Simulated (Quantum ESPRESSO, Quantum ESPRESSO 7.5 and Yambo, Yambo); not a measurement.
# Diamond (Fd-3m, 2 atoms a cell): G0W0 on several meshes in Yambo

Aim: the GW shift of Diamond (Fd-3m, 2 atoms a cell) against the k mesh.

Program: Quantum ESPRESSO 7.5 and Yambo 5.3.0. Level of theory: PBE and many-body steps on it, plane waves. Results are calculated unless marked as measured.

## 1. The starting structure

The structure is cubic, space group Fd-3m (No. 227). The conventional cell has a = 3.567 Å, b = 3.567 Å, c = 3.567 Å, α = 90.00°, β = 90.00°, γ = 90.00°. Nearest to C lie 4 C at 1.54 Å.

The cell and positions come from the Crystallography Open Database and are kept as given unless a step says otherwise.

## 2. Empty states on the mesh, 8×8×8 mesh, 76 bands

This step: Quantum ESPRESSO 7.5; DFT, PBE, plane waves, norm-conserving pseudopotentials.

The sums over transitions need many empty states on a uniform mesh; this step solves for them.

The input, pw.in:

```
&control
  calculation = 'nscf'
  prefix = 'x'
  outdir = 'o'
  pseudo_dir = 'pseudo'
/
&system
  ibrav = 0
  nat = 2
  ntyp = 1
  ecutwfc = 74.0
  nbnd = 76
  force_symmorphic = .true.
/
&electrons
  conv_thr = 1e-9
  electron_maxstep = 80
  diago_full_acc = .true.
  diago_thr_init = 5e-6
/
ATOMIC_SPECIES
  C 12.011 C.upf
CELL_PARAMETERS angstrom
  -0.0000000000 1.7833700000 1.7833700000
  1.7833700000 -0.0000000000 1.7833700000
  1.7833700000 1.7833700000 0.0000000000
ATOMIC_POSITIONS crystal
  C 0.0000000000 0.0000000000 0.0000000000
  C 0.2500000000 0.2500000000 0.2500000000
K_POINTS automatic
  8 8 8 0 0 0
```

On the command line:

```
$ OMP_NUM_THREADS=1 mpirun -n 4 pw.x -nk 4 -in pw.in > pw.out
```

Log:

```text
Program PWSCF v.7.5 starts

     This program is part of the open-source Quantum ESPRESSO suite
     for quantum simulation of materials; please cite
         "P. Giannozzi et al., J. Phys.:Condens. Matter 21 395502 (2009);
         "P. Giannozzi et al., J. Phys.:Condens. Matter 29 465901 (2017);
         "P. Giannozzi et al., J. Chem. Phys. 152 154105 (2020);
     in publications or presentations arising from this work. More details at

     Atomic positions and unit cell read from directory:
     o/x.save/

     Message from routine setup:
[...]
k = 0.1768 0.1768-0.1768 (   821 PWs)   bands (ev):

[...]
153.7126 153.7126 156.2683 156.2683 163.3124 168.7757 168.7757 169.8725
   171.5678 176.8228 176.8228 185.1607 188.4927 188.4927 195.3741 195.3741
   195.8133 196.6030 196.6030 197.0763

          k = 0.2652 0.2652-0.2652 (   820 PWs)   bands (ev):

     [... further k-points ...]

     highest occupied, lowest unoccupied level (ev):    13.3585   17.5486

     XML data file, pseudopotentials, collected wavefunctions

=------------------------------------------------------------------------------=
   JOB DONE.
=------------------------------------------------------------------------------=
```

Wall time 4.2 s (4 MPI ranks of Arm Neoverse V1, shared host); peak memory 0.18 GiB.

Numbers from this step:

```yaml
gap: 4.190 eV
k_of_the_valence_top: 0, 0, 0
k_of_the_conduction_bottom: 0, 0.375, 0.375
least_direct_gap: 5.626 eV
k_points_computed: 29
lowest_point_of_the_top_converged_band_above_the_valence_top: 175.9299 eV
```

On this mesh the gap is 4.190 eV.

The density comes from a self-consistent run that is not shown.

## 3. Conversion and set-up

This step: Yambo 5.3.0; conversion and set-up on PBE, plane waves, norm-conserving pseudopotentials.

The states are converted to the many-body program's format and the q mesh is built.

On the command line:

```
$ (cd o/x.save; p2y > p2y.log; mv SAVE ../..); yambo > setup.log
```

Log:

```text
 Yambo, version 5.3.0

 [02] CORE Variables Setup
 =========================

  [02.01] Unit cells
  ==================

  Cell kind             :  FCC
  Atoms in the cell     :  C
  number of C  atoms    :  2

  List of atomic masses
  Mass of C     :  12.01100

  List of atomic coordinates    : [cc]
  C1       :  0.000000  0.000000  0.000000  order 1
  C2       :  1.685040  1.685040  1.685040  order 2

  Alat factors          :  3.370081  3.370081  3.370081 [a.u.]
  Direct lattice volume :  76.55102 [a.u.]
  Direct lattice vectors:  A[ 1 ]  A[ 2 ]  A[ 3 ]
[...]
Q [ 1]         [rlu]:  0.000000  0.000000  0.000000
 Q [ 2]         [rlu]: -0.21107E-16 -0.21107E-16  0.12500
 Q [ 3]         [rlu]:  0.24465E-17  0.24465E-17  0.25000
[...]
Q [ 8]         [rlu]:  0.24465E-17  0.12500      0.37500
 Q [ 9]         [rlu]:  0.26352E-18  0.12500      0.50000
 Q [10]         [rlu]:  0.84430E-16  0.12500     -0.37500
     [... 17 further rows ...]
 Q [28]         [rlu]:  0.125000 -0.500000 -0.375000
 Q [29]         [rlu]:  0.250000 -0.500000 -0.250000

  [03.01] X indexes
  =================

   [03.01.01] Sigma indexes
   ========================

 [06] Game Over & Game summary
```

Wall time 1.7 s (1 MPI rank); peak memory 0.23 GiB.

## 4. 8×8×8

G0W0 replaces the xc potential by the self-energy, built once from these orbitals. Only a window of levels is corrected, while the sums run over the empty bands that the input names.

This step: G0W0 on PBE, plane waves, norm-conserving pseudopotentials.

The input, gw2.in:

```
HF_and_locXC
gw0
dyson
ppa
em1d
rim_cut
RandQpts= 1000000
RandGvec= 1 RL
EXXRLvcs= 74 Ry
VXCRLvcs= 296 Ry
Chimod= "HARTREE"
% BndsRnXp
 1 | 33 |
%
NGsBlkXp= 10.5 Ry
% LongDrXp
 1 | 1 | 1 |
%
% GbndRnge
 1 | 33 |
%
DysSolver= "n"
ExtendOut
PPAPntXp= 27.21138 eV
% QPkrange
 1 | 1 | 3 | 6 |
 18 | 18 | 3 | 6 |
%
```

On the command line:

```
$ OMP_NUM_THREADS=1 mpirun -n 4 yambo -F gw2.in -J gw2 -C gw2 > gw2.log
```

Log:

```text
 Yambo, version 5.3.0

 [02] CORE Variables Setup
 =========================

  [... cell, symmetries and grids as in the set-up ...]

  [02.05] Energies & Occupations
  ==============================

  [X] === General ===
  [X] Electronic Temperature                        :  0.000000  0.000000 [eV K]
  [X] Bosonic    Temperature                        :  0.000000  0.000000 [eV K]
  [X] Finite Temperature mode                       : no
  [X] El. density                                   :  0.70524E+24 [cm-3]
  [X] Fermi Level                                   :  13.35851 [eV]

  [X] === Gaps and Widths ===
  [X] Conduction Band Min                           :  4.190041 [eV]
  [X] Valence Band Max                              :  0.000000 [eV]
  [X] Filled Bands                                  :   4
  [X] Empty Bands                                   :    5   76
  [X] Direct Gap                                    :  5.625541 [eV]
  [X] Direct Gap localized at k                     :  1
  [X] Indirect Gap                                  :  4.190041 [eV]
  [X] Indirect Gap between kpts                     :   1  18
  [X] Last valence band width                       :  8.331933 [eV]
  [X] 1st conduction band width                     :  6.494492 [eV]

 [03] Transferred momenta grid and indexing
 ==========================================

 IBZ Q-points                                      :  29
 BZ  Q-points                                      :   512

 K/Q-points units:
 rlu = crystal or reduced units; cc = cartesian coordinates; iku = interal k-units

 Q [ 1]         [rlu]:  0.000000  0.000000  0.000000
 Q [ 2]         [rlu]: -0.21107E-16 -0.21107E-16  0.12500
 Q [ 3]         [rlu]:  0.24465E-17  0.24465E-17  0.25000
 Q [ 4]         [rlu]: -0.17551E-17 -0.17551E-17  0.37500
 Q [ 5]         [rlu]:  0.84430E-16  0.84430E-16 -0.50000
 Q [ 6]         [rlu]: -0.73783E-17  0.12500      0.12500
 Q [ 7]         [rlu]: -0.62203E-17  0.12500      0.25000
 Q [ 8]         [rlu]:  0.24465E-17  0.12500      0.37500
 Q [ 9]         [rlu]:  0.26352E-18  0.12500      0.50000
 Q [10]         [rlu]:  0.84430E-16  0.12500     -0.37500
     [... 17 further rows ...]
 Q [28]         [rlu]:  0.125000 -0.500000 -0.375000
 Q [29]         [rlu]:  0.250000 -0.500000 -0.250000

 [04] Coloumb potential Random Integration (RIM)
 ===============================================

  [04.01] RIM initialization
  ==========================

  * Diagonal components only detected *

  8 x (sBL volume)        :  0.050630 [a.u.]
  sBZ random points       :  1000000
  Points outside the sBZ  :   7999624
  RL volume               :  3.240325 [a.u.]
  Integrated volume       :  3.240478 [a.u.]

  [04.02] RIM integrals
  =====================

  Gamma point sphere radius             :  0.067105 [a.u.]
  Points outside the sphere             :   799635
  [Int_sBZ(q=0) 1/q^2]*(Vol_sBZ)^(-1/3) =:  7.763403
                                 should be <:  7.795600

  Summary of Coulomb integrals for non-metallic bands |Q|[au] RIM/Bare

  Q [1] 0.100000E-4 0.995870 * Q [2] 0.201827 1.065375
  Q [6] 0.233050 1.063960 * Q [12] 0.329583 1.025361
  Q [7] 0.386470 1.019334 * Q [3] 0.403655 1.016906
  Q [13] 0.466100 1.013461 * Q [11] 0.507921 1.010271
  Q [22] 0.521116 1.010384 * Q [8] 0.570854 1.008637
  Q [4] 0.605482 1.007625 * Q [14] 0.605482 1.007811
[...]
Q [27] 0.840275 1.003715 * Q [24] 0.871994 1.003414
  Q [26] 0.895046 1.003562 * Q [21] 0.932201 1.003087
  Q [28] 0.960891 1.002912 * Q [20] 0.988748 1.002677
  Q [29] 1.042232 1.002479

 [WARNING] [Xp] User bands 1-33 break level degeneracy

 [05] Dipoles
 ============

  [05.01] Setup: observables and procedures
  =========================================

 [06] Dynamic Dielectric Matrix (PPA)
 ====================================

 [WR./gw2//ndb.pp]---------------------------------------------------------------
  Brillouin Zone Q/K grids (IBZ/BZ)                :    29   512    29   512
  RL vectors                                       :  1211 [WF]
  Coulomb cutoff potential                         : none
  Electronic Temperature                           :  0.000000 [K]
  Bosonic    Temperature                           :  0.000000 [K]
  PPA    diel. fun.  energies                      : Perdew, Burke & Ernzerhof(X)+Perdew, Burke & Ernzerhof(C)
  wavefunctions                                    : Perdew, Burke & Ernzerhof(X)+Perdew, Burke & Ernzerhof(C)
  Global Gauge                                     : length
  X matrix size                                    :   59
  X band range                                     :    1   33
  X e/h energy range                               : -1.000000 -1.000000 [eV]
  X Time ordering                                  : R
  X Hxc Kernel                                     : HARTREE
  X Drude frequency                                :  0.000000  0.000000
  X poles                                          :  100.0000 [o/o]
  RL vectors in the sum                            :  1211
  [r,Vnl] included                                 : yes
  Field direction                                  :  0.577350E-5  0.577350E-5  0.577350E-5
  BZ energy Double Grid                            : no
  BZ energy DbGd points                            : 0
  BZ Q point size factor                           : -1.000000
  X Optical Averaged directions                    : none

 [07] Local Exchange-Correlation + Non-Local Fock
 ================================================

 [VXC] Plane waves :   6615
 [EXS] Plane waves :   893

 QP @ state[ 1 ] K range:  1  1
 QP @ state[ 1 ] b range:   3   6
 QP @ state[ 2 ] K range:  18  18
 QP @ state[ 2 ] b range:   3   6

 [xc] Functional : Perdew, Burke & Ernzerhof(X)+Perdew, Burke & Ernzerhof(C)
 [xc] LIBXC used to calculate xc functional
  PP Number of Atomic Species                      :  1
  NLCC RL compoments                               :   6615
  PP Number of Atomic Species                      :  1
  NLCC RL compoments                               :   6615

 [xc] E_xc :  -3.558532 [Ha]
      E_xc :  -7.117063 [Ry]

  Local XC kind (lXC) : Perdew, Burke & Ernzerhof(X)+Perdew, Burke & Ernzerhof(C)
  Non-Local XC kind (nlXC) : Hartree-Fock

  Corrections @ K [1] :  [eV]
 <3|nlXC|3> = -19.19680 -0.96837E-17 <3|lXC|3> = -16.96249  0.94408E-16
 <4|nlXC|4> = -19.19680  0.12451E-16 <4|lXC|4> = -16.96249  0.000000
 <5|nlXC|5> = -9.589921 -0.60631E-17 <5|lXC|5> = -15.64309  0.56645E-15
 <6|nlXC|6> = -9.589921  0.42564E-18 <6|lXC|6> = -15.64309 -0.11801E-16

  Corrections @ K [18] :  [eV]
 <3|nlXC|3> = -20.40508  0.50683E-17 <3|lXC|3> = -15.96855  0.16521E-15
 <4|nlXC|4> = -20.40512  0.73321E-17 <4|lXC|4> = -15.96855 -0.47204E-16
 <5|nlXC|5> = -8.709005  0.24042E-17 <5|lXC|5> = -14.09411 -0.18882E-15
 <6|nlXC|6> = -7.330674  0.32757E-17 <6|lXC|6> = -13.23823  0.18882E-15

 [08] Dyson equation: Newton solver
 ==================================

  [08.01] G0W0 (W PPA)
  ====================

  [  GW  ] Bands range     :    1   33
  [GW/PPA] G damping       :  0.100000 [eV]

  QP @ state[ 1 ] K range:  1  1
  QP @ state[ 1 ] b range:   3   6
  QP @ state[ 2 ] K range:  18  18
  QP @ state[ 2 ] b range:   3   6

   Sc/G bands                                       :    1   33
   Sc/G damping                                     :  0.100000 ev
   Sc bands terminator                              : no
   Sx RL components                                 :   893

   QP @ state[ 1 ] K range                          :  1  1
   QP @ state[ 1 ] b range                          :   3   6
   QP @ state[ 2 ] K range                          :  18  18
   QP @ state[ 2 ] b range                          :   3   6
   GF energies kind                                 : Perdew, Burke & Ernzerhof(X)+Perdew, Burke & Ernzerhof(C)
   GF WF`s kind                                     : Perdew, Burke & Ernzerhof(X)+Perdew, Burke & Ernzerhof(C)
   Xs energies kind                                 : Perdew, Burke & Ernzerhof(X)+Perdew, Burke & Ernzerhof(C)
   Xs WF`s kind                                     : Perdew, Burke & Ernzerhof(X)+Perdew, Burke & Ernzerhof(C)

 [11] Game Over & Game summary
```

Wall time 29 s (4 MPI ranks); peak memory 1.2 GiB.

Numbers from this step:

* G0W0 gap on the points computed: 5.393 eV
* starting gap on the mesh: 4.190 eV
* k of the valence top: 0, 0, 0
* k of the conduction bottom: 0, 0.375, 0.375
* least direct G0W0 gap on the computed points: 7.358 eV
* Z at the valence top: 0.8331
* Z at the conduction bottom: 0.8428

The gap on the mesh goes from 4.19 eV to 5.39 eV, a correction of +1.20 eV.

## 5. Empty states on the mesh, 6×6×6 mesh, 33 bands

This step: Quantum ESPRESSO 7.5; DFT, PBE, plane waves, norm-conserving pseudopotentials.

pw.in, as its differences from that of step 2:

```diff
@@ -11,3 +11,3 @@
   ecutwfc = 74.0
-  nbnd = 76
+  nbnd = 33
   force_symmorphic = .true.
@@ -30,2 +30,2 @@
 K_POINTS automatic
-  8 8 8 0 0 0
+  6 6 6 0 0 0
```

On the command line:

```
$ OMP_NUM_THREADS=1 mpirun -n 4 pw.x -nk 4 -in pw.in > pw.out
```

Log:

```text
[banner, memory and clock lines left out]
Program PWSCF v.7.5 starts

     Atomic positions and unit cell read from directory:
     o/x.save/

     Message from routine setup:
     using ibrav=0 with symmetry is DISCOURAGED, use correct ibrav instead

     G-vector sticks info

     bravais-lattice index     =            0
     lattice parameter (alat)  =       4.7660  a.u.
     unit-cell volume          =      76.5510 (a.u.)^3
     number of atoms/cell      =            2
     number of atomic types    =            1
     number of electrons       =         8.00
[...]
60.6130  60.6130  81.5255  81.5255  81.5255  85.7548  85.7548  87.9125
[...]
113.0876

          k = 0.1179 0.1179-0.1179 (   830 PWs)   bands (ev):

[...]
110.4406

          k = 0.2357 0.2357-0.2357 (   823 PWs)   bands (ev):

[...]
57.6784  63.1509  71.6978  71.6978  77.7402  81.1449  81.1449  88.2087
    88.2087  90.9546  91.2942  91.2991  91.2991  95.6517  99.4274 102.6077
   102.6077

          k =-0.3536-0.3536 0.3536 (   832 PWs)   bands (ev):

     [... further k-points ...]

     highest occupied, lowest unoccupied level (ev):    13.3585   17.5657

     XML data file, pseudopotentials, collected wavefunctions
```

Elapsed: 1.4 s, on 4 MPI ranks; peak memory 0.05 GiB; 5.1 s of CPU time.

Numbers from this step:

```
gap                                                           : 4.207 eV
k of the valence top                                          : 0, 0, 0
k of the conduction bottom                                    : 0, 0.3333, 0.3333
least direct gap                                              : 5.626 eV
k points computed                                             : 16
lowest point of the top converged band, above the valence top : 87.6540 eV
```

On this mesh the gap is 4.207 eV.

## 6. Conversion and set-up

This step: Yambo 5.3.0; conversion and set-up on PBE, plane waves, norm-conserving pseudopotentials.

On the command line:

```
$ (cd o/x.save; p2y > p2y.log; mv SAVE ../..); yambo > setup.log
```

Log:

```text
 Yambo, version 5.3.0

 [02] CORE Variables Setup
 =========================

  [02.01] Unit cells
  ==================

  Cell kind             :  FCC
  Atoms in the cell     :  C
  number of C  atoms    :  2

  List of atomic masses
  Mass of C     :  12.01100

  List of atomic coordinates    : [cc]
  C1       :  0.000000  0.000000  0.000000  order 1
  C2       :  1.685040  1.685040  1.685040  order 2

  Alat factors          :  3.370081  3.370081  3.370081 [a.u.]
  Direct lattice volume :  76.55102 [a.u.]
  Direct lattice vectors:  A[ 1 ]  A[ 2 ]  A[ 3 ]
[...]
Q [ 1]         [rlu]:  0.000000  0.000000  0.000000
 Q [ 2]         [rlu]:  0.39018E-17  0.39018E-17  0.16667
 Q [ 3]         [rlu]:  0.78036E-17  0.78036E-17  0.33333
[...]
Q [ 8]         [rlu]:  0.84430E-16  0.16667     -0.33333
 Q [ 9]         [rlu]: -0.37578E-16  0.16667     -0.16667
 Q [10]         [rlu]:  0.17390E-18  0.33333      0.33333
     [... 4 further rows ...]
 Q [15]         [rlu]:  0.166667  0.333333 -0.333333
 Q [16]         [rlu]:  0.166667 -0.500000 -0.333333

  [03.01] X indexes
  =================

   [03.01.01] Sigma indexes
   ========================

 [06] Game Over & Game summary
```

It took 1.6 s on 1 MPI rank; peak memory 0.23 GiB.

(Continued in part 2 of 2.)

[Paths, hosts, dates, memory and timing lines, banners, echoed tables and standing remarks are left out of the program output.]

[Logs are printed without paths, hosts, clocks, repeated set-up lines and the standing remarks that a program may print on its own settings, such as how far it seeks lower states.]

[Runs of the session that timed out or met a known fault of the program may be left out.]

[Hosts, paths, dates, database ids (printed as entryN), source tags and the programs' standing remarks are cut or masked in the printed files.]
